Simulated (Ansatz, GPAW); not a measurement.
# Cutoff, mesh and smearing for a 12-layer slab of Mo(111), part 3 of 3

Wanted: a convergence study on the slab a 12-layer slab of Mo(111).

GPAW 26.7.0 and Ansatz 0.2.0; Ansatz plane waves; slab in vacuum with a dipole correction, relaxation (the session's first sound run).

So far, upper work function (eV): step 2 (relaxing the atoms, PBE) 4.01; step 3 (plane waves, PBE) 4.00; step 6 (cutoff 700: ecut = 700, PBE, GPAW) 4.00.

## 8. K mesh 5×5

Level of this step: GPAW, PAW setups; slab in vacuum (GPAW).

The mesh in the plane samples the bands: a metal's Fermi level needs it dense, and band edges must lie on it.

The input, run.py:

```python
import json
import numpy as np
from ase import Atoms
from gpaw import GPAW, PW

slab = Atoms(
    ['Mo', 'Mo', 'Mo', 'Mo', 'Mo', 'Mo', 'Mo', 'Mo', 'Mo', 'Mo', 'Mo', 'Mo'],
    positions=[
        [2.22739, 1.28598, 8.00000],
        [4.45477, 2.57196, 8.90933],
        [0.00000, 0.00000, 9.81865],
        [2.22739, 1.28598, 10.72798],
        [4.45477, 2.57196, 11.63731],
        [-0.00000, -0.00000, 12.55264],
        [2.22739, 1.28598, 13.47900],
        [4.45477, 2.57196, 14.42566],
        [-0.00000, 0.00000, 15.31767],
        [2.22739, 1.28598, 16.33478],
        [4.45477, 2.57196, 17.06088],
        [-0.00000, 0.00000, 17.78394]],
    cell=[[4.45477, 0.0, 0.0], [2.22739, 3.85795, 0.0], [0.0, 0.0, 26.00259]],
    pbc=[True, True, False])

slab.calc = GPAW(mode=PW(400), xc='PBE', kpts={'size': (5, 5, 1), 'gamma': True},
                 occupations={'name': 'fermi-dirac', 'width': 0.1}, nbands='160%',
                 convergence={'density': 1e-05}, maxiter=200,
                 poissonsolver={'dipolelayer': 'xy'},
                 symmetry={'tolerance': 1e-3}, txt='slab.txt')
result = {}
energy = slab.get_potential_energy()
fermi = slab.calc.get_fermi_level()
v = slab.calc.get_electrostatic_potential().mean((0, 1)) - fermi
n = slab.calc.get_pseudo_density().mean((0, 1))
L = slab.cell[2, 2]
z = np.arange(len(v)) * L / len(v)
low, high = slab.positions[:, 2].min(), slab.positions[:, 2].max()
below, above = np.interp([low - 5.8, high + 5.8], z, v)
slopes = [np.interp(x, z, np.gradient(v, z)) for x in (low - 5.8, high + 5.8)]
eps = np.array([[slab.calc.get_eigenvalues(k, s) for k in range(len(slab.calc.get_ibz_k_points()))]
                for s in range(slab.calc.get_number_of_spins())]) - fermi
top, bottom = eps[eps < 0].max(), eps[eps > 0].min()
dipole = slab.get_dipole_moment()[2]
print(f'energy {energy:.4f} eV, Fermi level {fermi:.4f} eV, dipole {dipole:.5f} e A')
print(f'potential 5.8 A off the faces, from the Fermi level: lower {below:.4f} eV, upper {above:.4f} eV')
print(f'slope of the potential there: lower {slopes[0]:.5f}, upper {slopes[1]:.5f} eV/A')
print(f'nearest levels on the mesh: {top:.4f} and {bottom:.4f} eV')
print('magnetic moment', round(slab.get_magnetic_moment(), 3))
result.update(energy=energy, fermi=fermi, dipole=dipole, below=below, above=above, slopes=slopes, edges=[top, bottom],
              z=z.tolist(), v=v.tolist(), n=n.tolist(), positions=slab.positions.tolist(),
              forces=slab.get_forces(apply_constraint=False).tolist(), moments=slab.get_magnetic_moments().tolist())
json.dump(result, open('result.json', 'w'))
```

Run with:

```bash
> OMP_NUM_THREADS=1 OPENBLAS_NUM_THREADS=1 python run.py
```

Output:

```text
energy -128.0711 eV, Fermi level 3.4693 eV, dipole -0.03012 e A
potential 5.8 A off the faces, from the Fermi level: lower 3.6841 eV, upper 4.0017 eV
slope of the potential there: lower -0.00025, upper 0.00025 eV/A
nearest levels on the mesh: -0.1203 and 0.0312 eV
magnetic moment 0.0
```

Run time: 13 min. Hardware: 1 thread of Arm Neoverse N1, shared host; peak memory 0.39 GiB.

The run finished with changed settings (kpts = [5, 5]); it serves as a test.

The two runs compared:

```
                     quantity   this run  sound run  difference
dipole along the normal (e·Å)  -0.030124  -0.028842    -0.00128
     upper work function (eV)     4.0017     3.9962     0.00553
     lower work function (eV)     3.6841     3.6921    -0.00800
```

## 9. K mesh 12×12: kpts = [12, 12]

The mesh in the plane samples the bands: a metal's Fermi level needs it dense, and band edges must lie on it.

run.py: that of step 8 with these lines changed.

```diff
@@ -23,3 +23,3 @@
 
-slab.calc = GPAW(mode=PW(400), xc='PBE', kpts={'size': (5, 5, 1), 'gamma': True},
+slab.calc = GPAW(mode=PW(400), xc='PBE', kpts={'size': (12, 12, 1), 'gamma': True},
                  occupations={'name': 'fermi-dirac', 'width': 0.1}, nbands='160%',
```

Output:

```text
energy -128.0658 eV, Fermi level 3.4716 eV, dipole -0.02917 e A
potential 5.8 A off the faces, from the Fermi level: lower 3.6893 eV, upper 3.9968 eV
slope of the potential there: lower -0.00018, upper 0.00024 eV/A
nearest levels on the mesh: -0.0052 and 0.0071 eV
magnetic moment 0.0
```

Wall time 45 min (1 thread); peak memory 0.65 GiB.

Numbers from this step:

| Item | Value |
| --- | --- |
| dipole along the normal | -0.02917 e·Å |
| levels nearest the Fermi level on the mesh | -0.005179, 0.007112 eV from the Fermi level |
| upper work function | 3.997 eV |
| lower work function | 3.689 eV |

The electrostatic potential energy of an electron (without an applied field's), less the Fermi level, planar mean oscillates, so the rows of the table below give means over windows of 1 Å about each position, cut where the curve ends. Its maxima inside the range that stand out by 2 % of the span (Å: eV): 9.3: -12.7, 10.3: -12.8, 11.2: -12.8, 12.1: -12.7, 13.0: -12.4, 14.0: -12.2, 14.8: -12.9, 15.8: -11.3. Its minima: 8.9: -13.8, 9.9: -14.2, 10.7: -14.2, 11.6: -14.1, 12.6: -14.0, 13.4: -13.8, 14.4: -14.0, 15.3: -13.7, 17.0: -17.1.

Table of electrostatic potential energy of an electron (without an applied field's), less the Fermi level, planar mean by z; means over each step:

z (Å), electrostatic potential energy of an electron (without an applied field's), less the Fermi level, planar mean (eV) and a bar from the least value:
```
        0        3.7 ##############################
        1        3.7 ##############################
        2        3.7 ##############################
        3        3.7 ##############################
        4        3.7 ##############################
        5        3.7 #############################
        6        3.4 #############################
        7        0.6 #########################
        8      -10.1 #########
        9      -13.1 #####
       10      -13.5 ####
       11      -13.5 ####
       12      -13.4 #####
       13      -13.2 #####
       14      -13.1 #####
       15      -13.4 #####
       16      -13.1 #####
       17      -16.5 
       18       -9.4 ##########
       19        2.0 ###########################
       20        3.8 ##############################
       21        4.0 ##############################
       22        4.0 ##############################
       23        4.0 ##############################
       24        4.0 ##############################
       25        4.0 ##############################
```

The upper face's work function is 3.997 eV, against 3.996 eV in the first plane-wave PBE run at this geometry.

## 10. Scheme Marzari-Vanderbilt, smearing 0.2

Smearing changes the occupations near the Fermi level, and with them the level itself. Smearing helps the SCF of a metal converge, but it blurs occupations at band edges near the Fermi level.

run.py: that of step 9 with these lines changed.

```diff
@@ -23,4 +23,4 @@
 
-slab.calc = GPAW(mode=PW(400), xc='PBE', kpts={'size': (12, 12, 1), 'gamma': True},
-                 occupations={'name': 'fermi-dirac', 'width': 0.1}, nbands='160%',
+slab.calc = GPAW(mode=PW(400), xc='PBE', kpts={'size': (8, 8, 1), 'gamma': True},
+                 occupations={'name': 'marzari-vanderbilt', 'width': 0.2}, nbands='160%',
                  convergence={'density': 1e-05}, maxiter=200,
```

Output:

```text
energy -128.0703 eV, Fermi level 3.4872 eV, dipole -0.03478 e A
potential 5.8 A off the faces, from the Fermi level: lower 3.6326 eV, upper 3.9992 eV
slope of the potential there: lower -0.00021, upper 0.00024 eV/A
nearest levels on the mesh: -0.0378 and 0.0007 eV
magnetic moment 0.0
```

It took 24 min on 1 thread; peak memory 0.48 GiB.

This step gave:

```
dipole along the normal                    : -0.03478 e·Å
levels nearest the Fermi level on the mesh : -0.03778, 7.36e-4 eV from the Fermi level
upper work function                        : 3.999 eV
lower work function                        : 3.633 eV
```

The upper face's work function is 3.999 eV, against 3.996 eV in the first plane-wave PBE run at this geometry.

## 11. Cost and result by level

Times are for 1 thread of Arm Neoverse N1, shared host. Results by setting:

```
no.                                      run  upper work function (eV)  lower work function (eV)    time  memory (GiB)
  1                                       pw                     3.996                     3.692  25 min          0.48
  2                               cutoff 700                     3.995                     3.692  58 min          0.92
  3                             k mesh 12×12                     3.997                     3.689  45 min          0.65
  4  scheme Marzari-Vanderbilt, smearing 0.2                     3.999                     3.633  24 min          0.48
```

## 12. Without the dipole layer

The dipole layer is taken out and the cell repeats along the normal.

run.py: that of step 10 with these lines changed.

```diff
@@ -21,8 +21,7 @@
     cell=[[4.45477, 0.0, 0.0], [2.22739, 3.85795, 0.0], [0.0, 0.0, 26.00259]],
-    pbc=[True, True, False])
+    pbc=[True, True, True])
 
 slab.calc = GPAW(mode=PW(400), xc='PBE', kpts={'size': (8, 8, 1), 'gamma': True},
-                 occupations={'name': 'marzari-vanderbilt', 'width': 0.2}, nbands='160%',
+                 occupations={'name': 'fermi-dirac', 'width': 0.1}, nbands='160%',
                  convergence={'density': 1e-05}, maxiter=200,
-                 poissonsolver={'dipolelayer': 'xy'},
                  symmetry={'tolerance': 1e-3}, txt='slab.txt')
```

Output:

```text
energy -128.0662 eV, Fermi level 3.4746 eV, dipole -0.05943 e A
potential 5.8 A off the faces, from the Fermi level: lower 3.7872 eV, upper 3.8983 eV
slope of the potential there: lower -0.02431, upper -0.02383 eV/A
nearest levels on the mesh: -0.0380 and 0.0029 eV
magnetic moment 0.0
```

Elapsed: 20 min, on 1 thread; peak memory 0.48 GiB.

The run finished. A setting was moved off its sound value on purpose, so it serves as a test and not as the result.

The fault put into the input: no dipole layer on a slab with a dipole, so the vacuum potential tilts and no work function is defined (dipole = false and pbc_z = true).

The two runs compared:

```
                     quantity   this run  sound run  difference
dipole along the normal (e·Å)  -0.059425  -0.028842     -0.0306
```

One result that differs is the dipole along the normal, -0.0594 e·Å against -0.0288 e·Å.

## 13. Side by side

Results and costs are gathered.

This step: comparison of work functions, dipole and cost (GPAW 26.7.0).

Ladder, by row:

```
   step  code  work function, upper (eV)  work function, lower (eV)  dipole (e Å)  wall time (s)  peak memory (GiB)  threads
     pw  GPAW                      3.996                      3.692      -0.02884           1520               0.48        1
ecut200  GPAW                      4.016                      3.708      -0.02825          496.5               0.25        1
ecut300  GPAW                      4.002                        3.7      -0.02867          949.3               0.36        1
ecut700  GPAW                      3.995                      3.692      -0.02888           3462               0.92        1
     k3  GPAW                      3.987                      3.745      -0.02296            500               0.36        1
     k5  GPAW                      4.002                      3.684      -0.03012            800               0.39        1
    k12  GPAW                      3.997                      3.689      -0.02917           2726               0.65        1
  smear  GPAW                      3.999                      3.633      -0.03478           1463               0.48        1
  nodip  GPAW                          -                          -      -0.05942           1186               0.48        1
```

## 14. A changed run

One more run, with changed settings.

This step: GPAW, PAW setups; slab in vacuum (GPAW 26.7.0).

run.py: that of step 12 with these lines changed.

```diff
@@ -25,3 +25,4 @@
                  occupations={'name': 'fermi-dirac', 'width': 0.1}, nbands='160%',
-                 convergence={'density': 1e-05}, maxiter=200,
+                 convergence={'density': 1e-05}, maxiter=75,
+                 poissonsolver={'dipolelayer': 'xy'},
                  symmetry={'tolerance': 1e-3}, txt='slab.txt')
```

Output:

```text
AssertionError
```

It took 1.6 s on 1 thread; peak memory 0.19 GiB.

The input was rejected at the start.

The fault put into the input: a dipole layer in a cell that repeats along the normal (pbc_z = true).

## 15. Outcome

| Item | Value |
| --- | --- |
| work function, upper and lower face | 3.996 and 3.692 eV |
| dipole along the normal | -0.0288 e Å |

With plane waves and PBE the work function is 4.00 eV on the upper face and 3.69 eV on the lower. The two faces differ by 0.30 eV, the step that the slab's dipole makes (e p/(ε0 A) gives 0.30 eV), so the dipole layer is needed. The lowest atoms were held at bulk positions, which alone makes the faces unlike. The measured value for this face is 4.52 eV (as compiled in "Anisotropic work function of elemental crystals", 2019, arxiv:1902.07811); the relaxed upper face lies 0.52 eV under it with PBE. Measured work functions scatter by a tenth of an eV or more between methods. The other smearing (Marzari-Vanderbilt of 0.2 eV in place of Fermi-Dirac of 0.1) moves the two faces by 0.0030 and -0.060 eV on the same mesh; a mesh is converged only for its smearing. Over the sound runs of the table the upper face's work function spans 3.995 (ecut700) to 3.999 eV (smear). The in-plane lattice was kept as typed, which isn't the functional's own and leaves some strain; spin-orbit coupling and temperature are left out.

[Logs are printed without paths, hosts, clocks, repeated set-up lines and the standing remarks that a program may print on its own settings, such as how far it seeks lower states.]

[Hosts, paths, dates, database ids (printed as entryN), source tags and the programs' standing remarks are cut or masked in the printed files.]
